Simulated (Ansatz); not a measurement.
# Ir wire along [110], 19 atoms a period: bands along the axis, part 2 of 2

What gap, if any, does the Ir wire along [110], 19 atoms a period have, and how many channels would it open?

Ansatz 0.2.0; DFT PBE, plane waves, PAW; relaxation of a wire's period; PAW set soft_1 (the session's first sound run).

So far: Starting point; Relaxing the period.

**2. Relaxing the period (continued)**

The steps of the relaxation:

| step | energy less that of the first step (eV) | largest force component (eV/Å) | pressure (GPa) | volume (Å³) |
| --- | --- | --- | --- | --- |
| 1 | 0.0000 | 1.7626 | -6.49 | 706.09 |
| 2 | -0.7540 | 0.8591 | 3.93 | 678.84 |
| 3 | -1.1030 | 0.2032 | -0.58 | 692.11 |
| 4 | -1.1163 | 0.0566 | -0.04 | 690.59 |
| 5 | -1.1169 | 0.0131 | -0.01 | 690.48 |
| 6* | -1.1133 | 0.0131 | -0.01 | 690.48 |

Relaxation steps marked * repeat the geometry before them on a plane-wave basis chosen anew for their cell, so energy and pressure can jump there.

Forces are held to the 8 operations that the run works with; a distortion that breaks them can't arise in this run.

| cell as run | before | after | change |
| --- | --- | --- | --- |
| c (Å) | 2.737 | 2.676 | -2.2 % |

The atoms that moved most (Å, along periodic axes as changes of fractional coordinates times the final cell, across vacuum about the mean position):

| atom | dx | dy | dz | length |
| --- | --- | --- | --- | --- |
| Ir4 | 0.000 | 0.170 | 0.000 | 0.170 |
| Ir18 | 0.000 | -0.170 | 0.000 | 0.170 |
| Ir6 | -0.101 | 0.034 | 0.000 | 0.107 |
| Ir1 | 0.101 | 0.034 | 0.000 | 0.107 |
| Ir19 | -0.101 | -0.034 | 0.000 | 0.107 |
| Ir16 | 0.101 | -0.034 | 0.000 | 0.107 |
| Ir3 | 0.000 | 0.046 | 0.000 | 0.046 |
| Ir17 | 0.000 | -0.046 | 0.000 | 0.046 |

Numbers from this step:

| Property | Result |
| --- | --- |
| energy at zero smearing | -226782.8909 eV |
| cell length along the wire | 2.676 Å |

The cell's length comes to 2.676 Å with spin left out.

**3. Bands of the perfect wire**

This step: DFT PBE, plane waves, PAW; bands of a perfect wire; PAW set soft_1 (Ansatz 0.2.0).

At the relaxed period the bands are computed along the axis; those that cross an energy going forward count the channels that a perfect wire would open there.

input.yaml reads:

```yaml
crystal:
  lattice:
    - [14.54, 0.0, 0.0]
    - [0.0, 17.746, 0.0]
    - [0.0, 0.0, 2.675994852]
  atoms:
    - { symbol: Ir, position: [0.240795699, 0.347705589, 0.0] }
    - { symbol: Ir, position: [0.236811684, 0.5, 0.0] }
    - { symbol: Ir, position: [0.5, 0.348368435, 0.0] }
    - { symbol: Ir, position: [0.5, 0.201156025, 0.0] }
    - { symbol: Ir, position: [0.5, 0.5, 0.0] }
    - { symbol: Ir, position: [0.759204301, 0.347705589, 0.0] }
    - { symbol: Ir, position: [0.763188316, 0.5, 0.0] }
    - { symbol: Ir, position: [0.366942914, 0.27106632, 0.5] }
    - { symbol: Ir, position: [0.366686266, 0.424367746, 0.5] }
    - { symbol: Ir, position: [0.366686266, 0.575632254, 0.5] }
    - { symbol: Ir, position: [0.366942914, 0.72893368, 0.5] }
    - { symbol: Ir, position: [0.633057086, 0.27106632, 0.5] }
    - { symbol: Ir, position: [0.633313734, 0.424367746, 0.5] }
    - { symbol: Ir, position: [0.633313734, 0.575632254, 0.5] }
    - { symbol: Ir, position: [0.633057086, 0.72893368, 0.5] }
    - { symbol: Ir, position: [0.240795699, 0.652294411, 0.0] }
    - { symbol: Ir, position: [0.5, 0.651631565, 0.0] }
    - { symbol: Ir, position: [0.5, 0.798843975, 0.0] }
    - { symbol: Ir, position: [0.759204301, 0.652294411, 0.0] }
kpoints:
  mp_grid: { grid: [1, 1, 30] }
  band_path: { path: ["Γ", Z], npoints: 90 }
scf:
  occupations: { method: fermi_dirac, width: 0.05 }
hamiltonian:
  xc: pbe
  pseudopotentials: { kind: paw, azcp: { folder: soft_1 } }
output:
  dos: { e_range: [-5, 4] }
  write_potential: true
  write_density: true
  volumetric_format: npy
```

Run with:

```bash
$ ansatz run input.yaml --threads 4 --pin off --max-ram 16384MiB --backend cpu --events-out ev --progress --plain --runs-dir out
```

Numbers of over 12 decimals in the logs are rounded to 6 here.

Log:

```text
[...]
Crystal: 19 atoms, lattice volume = 690.478 Å³
Basis set: ecut = 420 eV, 13583 PW (Γ)
Bands: 194, of which v1, the nominal top of the filled ones, is band 162 counted from 1 (161 counted from 0)
Symmetry: 8 space group operations
[...]
k-points: 16 of 30
[...]
SCF iter   1: F=—  HF=-226786.235652 eV  |F-HF|=—  |Δ(HF+E_count)|=         —  Δρ=3.24e-2  dr2=1.40e1  ethr=3.10e-3  ⟨swp⟩=7.9  Hψ=13075  notcnv=0  defer=39
[...]
SCF iter  12: F=-226783.015630 eV  HF=-226783.015630 eV  |F-HF|=9.31e-10  |Δ(HF+E_count)|=   3.67e-9  Δρ=1.26e-6  dr2=1.39e-8  ethr=3.10e-11  ⟨swp⟩=12.8  Hψ=9389  notcnv=0
SCF 1 converged in 12 iterations: F = -226783.015630 eV  dr2 = 1.39e-8
[...]
NSCF: frozen V_eff on 91 k-points
WARN: The output density's exchange-correlation potential varies sharply where the density is thin. Do not read a vacuum level from v_tot or v_xc, or from such a field of the output density. On a cell that repeats whose density bears no net charge and no dipole along the vacuum's axis use v_es (v_loc + v_h of the components); under efield.dipole_correction with no amplitude use v_es + v_field, which holds any externa [...]
SCF converged after 12 iterations
Free energy (F): -226783.015630 eV
[...]
Internal energy: -226782.766357 eV  (E = F + TS)
E sigma→0 (E₀):  -226782.890994 eV
Entropy (-TS):   -0.249273 eV (-13.120 meV/atom)
Fermi energy:    6.785319 eV
[...]
--- Band table (eV; the first three rows and the last of 16) ---
  k-point 0: bands = [... 158 lower, 6.4840, 6.5660, 6.5811, 6.6025, 6.6699, 6.6912, 6.7551, 6.8122, ... 28 higher]
  k-point 1: bands = [... 158 lower, 6.3894, 6.4622, 6.5950, 6.6109, 6.7219, 6.7541, 6.7753, 6.7975, ... 28 higher]
  k-point 2: bands = [... 158 lower, 6.3037, 6.3782, 6.5236, 6.5741, 6.6397, 6.6914, 6.7620, 6.7936, ... 28 higher]
  k-point 15: bands = [... 158 lower, 7.2063, 7.3637, 7.6368, 7.6830, 7.7121, 7.7309, 7.7843, 7.9184, ... 28 higher]
```

Run time: 4.2 min. Hardware: 4 threads of Arm Neoverse V1, shared host; peak memory 6.1 GiB; 17 min of CPU time.

This step gave:

```
energy at zero smearing : -226782.8910 eV
band gap                : 0 eV
```

The electronic bands at the labelled points (eV, zero at the Fermi level; # counts the bands kept):

| point | #49 | #50 | #51 | #52 | #53 | #54 | #55 | #56 |
| --- | --- | --- | --- | --- | --- | --- | --- | --- |
| Γ | -0.18 | -0.12 | -0.09 | -0.03 | 0.03 | 0.07 | 0.26 | 0.28 |
| halfway | -0.33 | -0.17 | -0.12 | -0.05 | 0.00 | 0.05 | 0.22 | 0.28 |
| Z | 0.90 | 0.93 | 0.95 | 1.00 | 1.13 | 1.17 | 1.29 | 1.41 |

Between Γ and Z the bands cross the Fermi level 26 times, so a perfect wire would conduct at least 26 G₀, with spin left out.

**4. What came out**

```
cell length, PBE                                            : 2.676 Å
ballistic conductance by band crossings, a lower bound, PBE : 26 G₀
```

**Reading.** Under PBE the cell's length is 2.68 Å, and the bands cross the Fermi level 26 times between Γ and Z, which gives a perfect wire at least 26 G₀ (opposite crossings within one step of the path cancel in such a count). No spin was allowed, though thin wires with open d shells can turn magnetic. Spin-orbit coupling is left out, which matters for the bands of heavy atoms.

[Logs are printed without paths, hosts, clocks, repeated set-up lines and the standing remarks that a program may print on its own settings, such as how far it seeks lower states.]

[Hosts, paths, dates, database ids (printed as entryN), source tags and the programs' standing remarks are cut or masked in the printed files.]
